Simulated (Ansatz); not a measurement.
# How fast states decay through Na3TeBr

Aim: relax a made-up compound, Na3TeBr, and see how good a tunnel barrier it would be. It is built by putting Te for O in the Na3BrO structure of space group Pm-3m, with the volume rescaled by atomic radii. The parent structure comes from the Materials Project.

Calculated with Ansatz 0.2.0; PBE DFT, plane waves, PAW files, in the first sound run; inputs show where later runs differ.

The structure was built from a prototype and need not be the compound's stable phase.

## Step 1: Starting point

Symmetry: Pm-3m, No. 221, cubic system. The conventional cell has a = 4.762 Å, b = 4.762 Å, c = 4.762 Å, α = 90.00°, β = 90.00°, γ = 90.00°. Nearest to Na lie 2 Te at 2.38 Å and 4 Br at 3.37 Å and 8 Na at 3.37 Å. Nearest to Br lie 12 Na at 3.37 Å. Nearest to Te lie 6 Na at 2.38 Å. It derives from Na3BrO. Te for O in the Na3BrO structure of space group Pm-3m. Farther neighbours and most contacts between anions are not listed.

Structure file:

```cif
data_structure
_symmetry_space_group_name_H-M 'P 1'
_symmetry_Int_Tables_number 1
_cell_length_a 4.7623
_cell_length_b 4.7623
_cell_length_c 4.7623
_cell_angle_alpha 90.000
_cell_angle_beta 90.000
_cell_angle_gamma 90.000
_cell_volume 108.01
loop_
_atom_site_label
_atom_site_type_symbol
_atom_site_fract_x
_atom_site_fract_y
_atom_site_fract_z
_atom_site_occupancy
Na1 Na 0.00000 0.50000 0.50000 1
Na2 Na 0.50000 0.00000 0.50000 1
Na3 Na 0.50000 0.50000 0.00000 1
Br4 Br 0.00000 0.00000 0.00000 1
Te5 Te 0.50000 0.50000 0.50000 1
```

## Step 2: Relaxing the new crystal

The substituted atoms don't fit the parent's cell, so cell and atoms relax together. A small smearing keeps the run stable in case the gap closes on the way.

Contents of input.yaml:

```yaml
crystal:
  lattice:
    - [4.7623334204, 0.0, 0.0]
    - [0.0, 4.7623334204, 0.0]
    - [0.0, 0.0, 4.7623334204]
  atoms:
    - { symbol: Na, position: [0.0, 0.5, 0.5] }
    - { symbol: Na, position: [0.5, 0.0, 0.5] }
    - { symbol: Na, position: [0.5, 0.5, 0.0] }
    - { symbol: Br, position: [0.0, 0.0, 0.0] }
    - { symbol: Te, position: [0.5, 0.5, 0.5] }
kpoints:
  mp_grid: { grid: [4, 4, 4] }
scf:
  occupations: { method: gaussian, width: 0.03 }
hamiltonian:
  xc: pbe
output:
  forces: true
  stress: true
relax:
  f_tol: 0.02
  max_steps: 60
  cell: {}
```

On the command line:

```
$ ansatz run input.yaml --threads 2 --pin off --max-ram 4096MiB --backend cpu --events-out ev --progress --plain --runs-dir out
```

Numbers of over 12 decimals in the logs are rounded to 6 here.

What it wrote:

```text
Engine: ansatz 0.2.0, aarch64-unknown-linux-gnu
Pseudopotentials: kind: paw
Pseudopotential: Na, paw, valence charge 9, recommended cutoff 420 eV (normal), Na.paw.azcp
Pseudopotential: Br, paw, valence charge 7, recommended cutoff 420 eV (normal), Br.paw.azcp
Pseudopotential: Te, paw, valence charge 16, recommended cutoff 420 eV (normal), Te.paw.azcp
Functional definition: PBE
  parameter kappa = 0.804
  parameter beta = 0.066725
  exchange = pbe_x(kappa = kappa, mu = beta*pi^2/3)
  correlation = pbe_c(beta = beta)
Crystal: 5 atoms, lattice volume = 108.009 Å³
Basis set: ecut = 420 eV, 2103 PW (Γ), exchange–correlation on 64×64×64 points (8 copies of the dense FFT grid, shifted against one another)
Bands: 30, of which v1, the nominal top of the filled ones, is band 25 counted from 1 (24 counted from 0)
Symmetry: 48 space group operations
Space group: Pm-3m (ITA 221), of the structure as read, at distance tolerance 4.8e-5 Å
k-points: 10 of 64
Non-local potential: Na, projectors of the file, l = 0: 3, l = 1: 2, l = 2: 1
Non-local potential: Br, projectors of the file, l = 0: 2, l = 1: 2, l = 2: 2
Non-local potential: Te, projectors of the file, l = 0: 2, l = 1: 2, l = 2: 2, l = 3: 2
PAW form: soft (Blöchl's): semilocal exchange-correlation on the pseudo side does not see the compensation charge
PAW one-centre angular grid: Na, 110 points (default); XC on 64 Gauss nodes
PAW one-centre angular grid: Br, 110 points (default); XC on 64 Gauss nodes
PAW one-centre angular grid: Te, 590 points (default); XC on 64 Gauss nodes
Initial density: superposition of atomic densities (neutral atoms: chi_scale 0, normalization atom), corrected by the library's trained network
Initial wavefunctions: pseudopotential atomic-orbital guess
Functional: x = pbe(κ = 0.804, μ = 0.219515), c = pbe(β = 0.066725)
SCF iter   1: F=—  HF=-14222.602520 eV  |F-HF|=—  |Δ(HF+E_count)|=         —  Δρ=1.96e-3  dr2=8.73e-3  ethr=1.77e-3  ⟨swp⟩=7.0  Hψ=1368  notcnv=0
preconditioner: auto → Resta (q_TF=auto, 2.400 Å⁻¹)  ε∞=3.0  [insulator: Δε(μ)=3.030 eV  Ē_g=10.165 eV  σ=0.030 eV  W_gap=1.00  n_scr=26 (ndim 8)  ℏωp=14.3 eV  f_vac=0.053  D(μ)=0.00/eV (n_scr^D=0)  ε∞_Penn≈3.0]
SCF iter   2: F=—  HF=-14222.598396 eV  |F-HF|=—  |Δ(HF+E_count)|=   4.12e-3  Δρ=8.25e-4  dr2=1.50e-3  ethr=1.75e-5  ⟨swp⟩=2.2  Hψ=567  notcnv=0  defer=9
SCF iter   3: F=—  HF=-14222.597895 eV  |F-HF|=—  |Δ(HF+E_count)|=   5.01e-4  Δρ=3.14e-4  dr2=1.52e-4  ethr=2.99e-6  ⟨swp⟩=2.3  Hψ=398  notcnv=0  defer=9
SCF iter   4: F=—  HF=-14222.597840 eV  |F-HF|=—  |Δ(HF+E_count)|=   5.55e-5  Δρ=7.61e-5  dr2=9.45e-6  ethr=3.04e-7  ⟨swp⟩=2.0  Hψ=507  notcnv=0  defer=9
SCF iter   5: F=—  HF=-14222.597706 eV  |F-HF|=—  |Δ(HF+E_count)|=   1.34e-4  Δρ=3.06e-5  dr2=9.44e-7  ethr=1.89e-8  ⟨swp⟩=2.0  Hψ=540  notcnv=0  defer=9
SCF iter   6: F=-14222.597707 eV  HF=-14222.597707 eV  |F-HF|=3.64e-8  |Δ(HF+E_count)|=   7.06e-7  Δρ=6.42e-6  dr2=3.79e-8  ethr=2.00e-10  ⟨swp⟩=5.0  Hψ=1079  notcnv=0
SCF 1 converged in 6 iterations: F = -14222.597707 eV  dr2 = 3.79e-8
  greatest PAW one-centre occupation: 1.000 electrons in one spin orbital (limit 2), on the Na atom at site 2 (counted from 0), in its partial waves of l = 0
relax step   1: F+E_penalty+E_count = -14222.59770660 eV  Δ(F+E_penalty+E_count) = +0.000e0 eV  max|allowed force component| = 3.105e-29 eV/Å  Δτ_max = 0.0000 Å  P = +28.095 GPa  Ω = 108.009 Å³  (6 SCF iters, dr2 threshold 1.00e-7 eV, accepted)
Crystal: 5 atoms, lattice volume = 124.588 Å³
Basis set: ecut = 420 eV, 2469 PW (Γ), exchange–correlation on 64×64×64 points (8 copies of the dense FFT grid, shifted against one another)
Initial density: handed on by an earlier stage of this run
Initial wavefunctions: those handed on with the density
iter 1 solved again at ethr=4.81e-4 eV; its pass at ethr=3.10e-3 eV (dr2=2.40e-1 eV) is discarded
SCF iter   1: F=—  HF=-14224.901304 eV  |F-HF|=—  |Δ(HF+E_count)|=         —  Δρ=7.39e-3  dr2=2.36e-1  ethr=4.81e-4  ⟨swp⟩=1.0  Hψ=1590  notcnv=0
preconditioner: auto → Resta (q_TF=auto, 2.343 Å⁻¹)  ε∞=3.2  [insulator: Δε(μ)=2.714 eV  Ē_g=8.338 eV  σ=0.030 eV  W_gap=1.00  n_scr=26 (ndim 8)  ℏωp=12.4 eV  f_vac=0.105  D(μ)=0.00/eV (n_scr^D=0)  ε∞_Penn≈3.2]
SCF iter   2: F=—  HF=-14224.828135 eV  |F-HF|=—  |Δ(HF+E_count)|=   7.32e-2  Δρ=3.40e-3  dr2=5.49e-2  ethr=4.72e-4  ⟨swp⟩=3.0  Hψ=426  notcnv=0
SCF iter   3: F=—  HF=-14224.807591 eV  |F-HF|=—  |Δ(HF+E_count)|=   2.05e-2  Δρ=1.26e-3  dr2=3.91e-3  ethr=1.10e-4  ⟨swp⟩=3.0  Hψ=471  notcnv=0  defer=10
SCF iter   4: F=—  HF=-14224.807422 eV  |F-HF|=—  |Δ(HF+E_count)|=   1.69e-4  Δρ=3.64e-4  dr2=1.78e-4  ethr=7.82e-6  ⟨swp⟩=2.0  Hψ=410  notcnv=0  defer=10
SCF iter   5: F=—  HF=-14224.807349 eV  |F-HF|=—  |Δ(HF+E_count)|=   7.36e-5  Δρ=9.94e-5  dr2=1.62e-5  ethr=3.55e-7  ⟨swp⟩=2.0  Hψ=510  notcnv=0  defer=10
SCF iter   6: F=—  HF=-14224.807376 eV  |F-HF|=—  |Δ(HF+E_count)|=   2.73e-5  Δρ=2.65e-5  dr2=1.14e-6  ethr=3.24e-8  ⟨swp⟩=3.0  Hψ=511  notcnv=0  defer=10
SCF iter   7: F=-14224.807379 eV  HF=-14224.807379 eV  |F-HF|=2.06e-8  |Δ(HF+E_count)|=   2.77e-6  Δρ=1.04e-5  dr2=7.79e-8  ethr=1.00e-9  ⟨swp⟩=5.0  Hψ=1049  notcnv=0
SCF 2 converged in 7 iterations: F = -14224.807379 eV  dr2 = 7.79e-8
  greatest PAW one-centre occupation: 0.999 electrons in one spin orbital (limit 2), on the Na atom at site 2 (counted from 0), in its partial waves of l = 0
relax step   2: F+E_penalty+E_count = -14224.80737874 eV  Δ(F+E_penalty+E_count) = -2.210e0 eV  max|allowed force component| = 1.941e-29 eV/Å  Δτ_max = 0.0000 Å  P = +15.828 GPa  Ω = 124.588 Å³  energy of the carried Pulay correction = -1.473e-3 eV  (7 SCF iters, dr2 threshold 5.00e-7 eV, accepted)
Crystal: 5 atoms, lattice volume = 142.961 Å³
Basis set: ecut = 420 eV, 2801 PW (Γ), exchange–correlation on 64×64×64 points (8 copies of the dense FFT grid, shifted against one another)
iter 1 solved again at ethr=3.94e-4 eV; its pass at ethr=3.10e-3 eV (dr2=1.97e-1 eV) is discarded
SCF iter   1: F=—  HF=-14226.218118 eV  |F-HF|=—  |Δ(HF+E_count)|=         —  Δρ=6.21e-3  dr2=1.97e-1  ethr=3.94e-4  ⟨swp⟩=1.0  Hψ=1762  notcnv=0
preconditioner: auto → Resta (q_TF=auto, 2.290 Å⁻¹)  ε∞=3.1  [insulator: Δε(μ)=2.624 eV  Ē_g=7.948 eV  σ=0.030 eV  W_gap=1.00  n_scr=26 (ndim 8)  ℏωp=11.6 eV  f_vac=0.142  D(μ)=0.00/eV (n_scr^D=0)  ε∞_Penn≈3.1]
SCF iter   2: F=—  HF=-14226.156069 eV  |F-HF|=—  |Δ(HF+E_count)|=   6.20e-2  Δρ=2.72e-3  dr2=4.46e-2  ethr=3.93e-4  ⟨swp⟩=2.9  Hψ=407  notcnv=0
SCF iter   3: F=—  HF=-14226.139071 eV  |F-HF|=—  |Δ(HF+E_count)|=   1.70e-2  Δρ=1.11e-3  dr2=4.09e-3  ethr=8.92e-5  ⟨swp⟩=3.0  Hψ=464  notcnv=0  defer=10
SCF iter   4: F=—  HF=-14226.138710 eV  |F-HF|=—  |Δ(HF+E_count)|=   3.62e-4  Δρ=3.72e-4  dr2=2.05e-4  ethr=8.18e-6  ⟨swp⟩=2.0  Hψ=410  notcnv=0  defer=10
SCF iter   5: F=—  HF=-14226.138266 eV  |F-HF|=—  |Δ(HF+E_count)|=   4.44e-4  Δρ=1.04e-4  dr2=2.02e-5  ethr=4.09e-7  ⟨swp⟩=2.0  Hψ=510  notcnv=0  defer=10
SCF iter   6: F=—  HF=-14226.138306 eV  |F-HF|=—  |Δ(HF+E_count)|=   3.98e-5  Δρ=2.20e-5  dr2=1.20e-6  ethr=4.05e-8  ⟨swp⟩=2.0  Hψ=370  notcnv=0  defer=10
SCF iter   7: F=-14226.138309 eV  HF=-14226.138309 eV  |F-HF|=9.59e-8  |Δ(HF+E_count)|=   3.27e-6  Δρ=6.32e-6  dr2=6.34e-8  ethr=1.00e-9  ⟨swp⟩=4.9  Hψ=1034  notcnv=0
SCF 3 converged in 7 iterations: F = -14226.138309 eV  dr2 = 6.34e-8
  greatest PAW one-centre occupation: 1.000 electrons in one spin orbital (limit 2), on the Na atom at site 1 (counted from 0), in its partial waves of l = 0
relax step   3: F+E_penalty+E_count = -14226.13830935 eV  Δ(F+E_penalty+E_count) = -1.331e0 eV  max|allowed force component| = 9.256e-30 eV/Å  Δτ_max = 0.0000 Å  P = +8.095 GPa  Ω = 142.961 Å³  energy of the carried Pulay correction = -2.881e-3 eV  (7 SCF iters, dr2 threshold 5.00e-7 eV, accepted)
[... from here on, the SCF cycles and remarks between the steps are left out ...]
relax step   4: F+E_penalty+E_count = -14226.79613394 eV  Δ(F+E_penalty+E_count) = -6.578e-1 eV  max|allowed force component| = 1.948e-29 eV/Å  Δτ_max = 0.0000 Å  P = +2.849 GPa  Ω = 162.862 Å³  energy of the carried Pulay correction = -4.195e-3 eV  (7 SCF iters, dr2 threshold 5.00e-7 eV, accepted)
relax step   5: F+E_penalty+E_count = -14226.91480634 eV  Δ(F+E_penalty+E_count) = -1.187e-1 eV  max|allowed force component| = 1.244e-29 eV/Å  Δτ_max = 0.0000 Å  P = +0.082 GPa  Ω = 176.149 Å³  energy of the carried Pulay correction = -4.973e-3 eV  (6 SCF iters, dr2 threshold 5.00e-7 eV, accepted)
relax step   6: F+E_penalty+E_count = -14226.91488795 eV  Δ(F+E_penalty+E_count) = -8.161e-5 eV  max|allowed force component| = 9.650e-30 eV/Å  Δτ_max = 0.0000 Å  P = -0.003 GPa  Ω = 176.574 Å³  energy of the carried Pulay correction = -4.997e-3 eV  (5 SCF iters, dr2 threshold 1.67e-8 eV, accepted)
relax step   7: F+E_penalty+E_count = -14227.10740695 eV  Δ(F+E_penalty+E_count) = -1.925e-1 eV  max|allowed force component| = 3.268e-29 eV/Å  Δτ_max = 0.0000 Å  P = +1.856 GPa  Ω = 176.574 Å³  stress off target by 1.86e0 GPa  SCF on the basis re-selected at this cell (its energy is not comparable with the rows above)  (9 SCF iters)
relax step   8: F+E_penalty+E_count = -14227.18762871 eV  Δ(F+E_penalty+E_count) = -8.022e-2 eV  max|allowed force component| = 3.476e-29 eV/Å  Δτ_max = 0.0000 Å  P = +0.901 GPa  Ω = 186.117 Å³  energy of the carried Pulay correction = -6.397e-4 eV  (6 SCF iters, dr2 threshold 5.00e-7 eV, accepted)
relax step   9: F+E_penalty+E_count = -14227.21777200 eV  Δ(F+E_penalty+E_count) = -3.014e-2 eV  max|allowed force component| = 4.398e-29 eV/Å  Δτ_max = 0.0000 Å  P = +0.132 GPa  Ω = 196.108 Å³  energy of the carried Pulay correction = -1.642e-3 eV  (6 SCF iters, dr2 threshold 5.00e-7 eV, accepted)
relax step  10: F+E_penalty+E_count = -14227.21835395 eV  Δ(F+E_penalty+E_count) = -5.820e-4 eV  max|allowed force component| = 2.826e-29 eV/Å  Δτ_max = 0.0000 Å  P = +0.011 GPa  Ω = 197.924 Å³  energy of the carried Pulay correction = -1.863e-3 eV  (5 SCF iters, dr2 threshold 4.33e-8 eV, accepted)
iter 1 solved again at ethr=5.63e-7 eV; its pass at ethr=3.10e-3 eV (dr2=2.82e-4 eV) is discarded
SCF iter   1: F=—  HF=-14227.184850 eV  |F-HF|=—  |Δ(HF+E_count)|=         —  Δρ=5.10e-4  dr2=6.41e-5  ethr=5.63e-7  ⟨swp⟩=3.3  Hψ=2110  notcnv=0
preconditioner: auto → Resta (q_TF=auto, 2.169 Å⁻¹)  ε∞=3.0  [insulator: Δε(μ)=2.435 eV  Ē_g=6.918 eV  σ=0.030 eV  W_gap=1.00  n_scr=32 (ndim 8)  ℏωp=9.9 eV  f_vac=0.252  D(μ)=0.00/eV (n_scr^D=0)  ε∞_Penn≈3.0]
SCF iter   2: F=—  HF=-14227.209486 eV  |F-HF|=—  |Δ(HF+E_count)|=   2.46e-2  Δρ=2.55e-4  dr2=6.91e-6  ethr=1.28e-7  ⟨swp⟩=2.0  Hψ=520  notcnv=0
SCF iter   3: F=—  HF=-14227.216255 eV  |F-HF|=—  |Δ(HF+E_count)|=   6.77e-3  Δρ=1.45e-4  dr2=7.17e-6  ethr=1.38e-8  ⟨swp⟩=2.0  Hψ=509  notcnv=0
SCF iter   4: F=—  HF=-14227.219066 eV  |F-HF|=—  |Δ(HF+E_count)|=   2.81e-3  Δρ=2.59e-5  dr2=3.99e-7  ethr=1.38e-8  ⟨swp⟩=2.0  Hψ=506  notcnv=0
SCF iter   5: F=—  HF=-14227.219154 eV  |F-HF|=—  |Δ(HF+E_count)|=   8.80e-5  Δρ=4.22e-6  dr2=8.20e-8  ethr=7.99e-10  ⟨swp⟩=2.0  Hψ=470  notcnv=0
SCF iter   6: F=—  HF=-14227.219154 eV  |F-HF|=—  |Δ(HF+E_count)|=   1.16e-7  Δρ=2.13e-6  dr2=2.73e-8  ethr=1.64e-10  ⟨swp⟩=2.0  Hψ=520  notcnv=0
SCF iter   7: F=—  HF=-14227.219154 eV  |F-HF|=—  |Δ(HF+E_count)|=   2.55e-8  Δρ=4.76e-7  dr2=7.12e-10  ethr=5.46e-11  ⟨swp⟩=2.0  Hψ=380  notcnv=0
SCF iter   8: F=—  HF=-14227.219154 eV  |F-HF|=—  |Δ(HF+E_count)|=   4.96e-9  Δρ=2.45e-7  dr2=3.15e-10  ethr=1.42e-12  ⟨swp⟩=2.0  Hψ=520  notcnv=0
SCF iter   9: F=-14227.219154 eV  HF=-14227.219154 eV  |F-HF|=1.09e-11  |Δ(HF+E_count)|=  1.64e-10  Δρ=2.23e-8  dr2=1.43e-12  ethr=1.00e-12  ⟨swp⟩=3.4  Hψ=1069  notcnv=0
SCF 11 converged in 9 iterations: F = -14227.219154 eV  dr2 = 1.43e-12
relax step  11: F+E_penalty+E_count = -14227.21915419 eV  Δ(F+E_penalty+E_count) = -8.002e-4 eV  max|allowed force component| = 2.359e-29 eV/Å  Δτ_max = 0.0000 Å  P = -0.002 GPa  Ω = 197.924 Å³  stress off target by 2.39e-3 GPa  SCF on the basis re-selected at this cell (its energy is not comparable with the rows above)  (9 SCF iters)
basis re-selected at this cell: Δ(F+E_penalty+E_count) = -8.002e-4 eV, ΔP = -0.013 GPa vs the last step (what re-selecting the basis moved, of the pressure what is left beyond the Pulay correction that the steps carried, after the strain that the cell walked since its last selection, with what the two solves' SCF thresholds leave and, on support functions, any second-order correction that the steps lacked; it is no m [...]
SCF converged after 9 iterations
Free energy (F): -14227.219154 eV
Harris-Foulkes:  -14227.219154 eV  (|F-HF|=1.09e-11)
Internal energy: -14227.219154 eV  (E = F + TS)
E sigma→0 (E₀):  -14227.219154 eV
Fermi energy:    1.721577 eV
--- Per-component energies (eV) ---
  E_band       = -1083.622645
  E_kinetic    = 675.884463
  E_local      = -6878.690791  (includes V_loc(G=0)·N_el)
  E_nonlocal   = 105.732600
  E_hartree    = 2942.122944
  E_xc         = -506.005555
  E_vxc        = -358.315559  (∫ρ·V_xc dr)
  E_paw        = -7699.226859  (= ΣΔE_a)
  E_vpaw       = -512.479019  (= ΣTr[D̂ρ^β])
  E_aug_tail   = -0.000237  (compensation charges beyond the density's cutoff)
  E_ewald      = -2867.035720
  E_smearing   = -0.000000  (= −TS)
  E_closure    = -0.000000  (closes the sum)
  Σ components = -14227.219154   (vs F -14227.219154, Δ=0.00e0)
--- Forces (eV/Å), atoms counted from 1 ---
  atom   1  Na     0.00000000    -0.00000000     0.00000000
  atom   2  Na     0.00000000     0.00000000    -0.00000000
  atom   3  Na     0.00000000     0.00000000    -0.00000000
  atom   4  Br     0.00000000    -0.00000000     0.00000000
  atom   5  Te     0.00000000    -0.00000000    -0.00000000
  max |Σ_I F_I| component: 2.93e-29 eV/Å
--- Stress (GPa, compression-positive) ---
       -0.002393       0.000000      -0.000000
        0.000000      -0.002393      -0.000000
       -0.000000      -0.000000      -0.002393
  P = ⅓ Tr σ = -0.0024 GPa (-0.024 kbar)
--- Relaxed structure (9 steps of the walk, 9 accepted, 2 SCFs on fresh bases) ---
  F+E_penalty+E_count = -14227.21915419 eV   max|allowed force component| = 2.359e-29 eV/Å   (the final SCF, on the basis selected at the relaxed cell)
  cell:  # Å, volume = 197.9242 Å³
    - [5.827733, 0, 0]
    - [0, 5.827733, 0]
    - [0, 0, 5.827733]
  atoms:
    - { symbol: Na, position: [0, 0.5, 0.5] }
    - { symbol: Na, position: [0.5, 0, 0.5] }
    - { symbol: Na, position: [0.5, 0.5, 0] }
    - { symbol: Br, position: [0, 0, 0] }
    - { symbol: Te, position: [0.5, 0.5, 0.5] }
```

The job ended after 11 s (2 threads of Arm Neoverse V2, shared host; peak memory 0.44 GiB; 20 s of CPU time).

Relaxation path:

```csv
step,energy less that of the first step (eV),largest force component (eV/Å),pressure (GPa),volume (Å³)
1,0.0000,0.0000,28.09,108.01
2,-2.2097,0.0000,15.83,124.59
3,-3.5406,0.0000,8.10,142.96
4,-4.1984,0.0000,2.85,162.86
5,-4.3171,0.0000,0.08,176.15
6,-4.3172,0.0000,0.00,176.57
7*,-4.5097,0.0000,1.86,176.57
8,-4.5899,0.0000,0.90,186.12
9,-4.6201,0.0000,0.13,196.11
10,-4.6206,0.0000,0.01,197.92
11*,-4.6214,0.0000,0.00,197.92
```

Relaxation steps marked * repeat the geometry before them on a plane-wave basis chosen anew for their cell, so energy and pressure can jump there.

Forces are held to the 48 operations that the run works with; a distortion that breaks them can't arise in this run.

```csv
cell as run,before,after,change
a (Å),4.762,5.828,+22.4 %
b (Å),4.762,5.828,+22.4 %
c (Å),4.762,5.828,+22.4 %
volume (Å³/atom),21.60,39.58,+83.2 %
```

The relaxed structure:

```cif
data_structure
_symmetry_space_group_name_H-M 'P 1'
_symmetry_Int_Tables_number 1
_cell_length_a 5.8277
_cell_length_b 5.8277
_cell_length_c 5.8277
_cell_angle_alpha 90.000
_cell_angle_beta 90.000
_cell_angle_gamma 90.000
_cell_volume 197.92
loop_
_atom_site_label
_atom_site_type_symbol
_atom_site_fract_x
_atom_site_fract_y
_atom_site_fract_z
_atom_site_occupancy
Na1 Na 0.00000 0.50000 0.50000 1
Na2 Na 0.50000 0.00000 0.50000 1
Na3 Na 0.50000 0.50000 0.00000 1
Br4 Br 0.00000 0.00000 0.00000 1
Te5 Te 0.50000 0.50000 0.50000 1
```

This step gave:

```yaml
free_energy: -14227.2192 eV
fermi_energy: 1.722 eV
pressure: -0.002393 GPa
```

The largest force component on a free atom ends at 2.4e-29 eV/Å.

(Part 1 of 3 ends here.)

[Logs are printed without paths, hosts, clocks, repeated set-up lines and the standing remarks that a program may print on its own settings, such as how far it seeks lower states.]

[Hosts, paths, dates, database ids (printed as entryN), source tags and the programs' standing remarks are cut or masked in the printed files.]
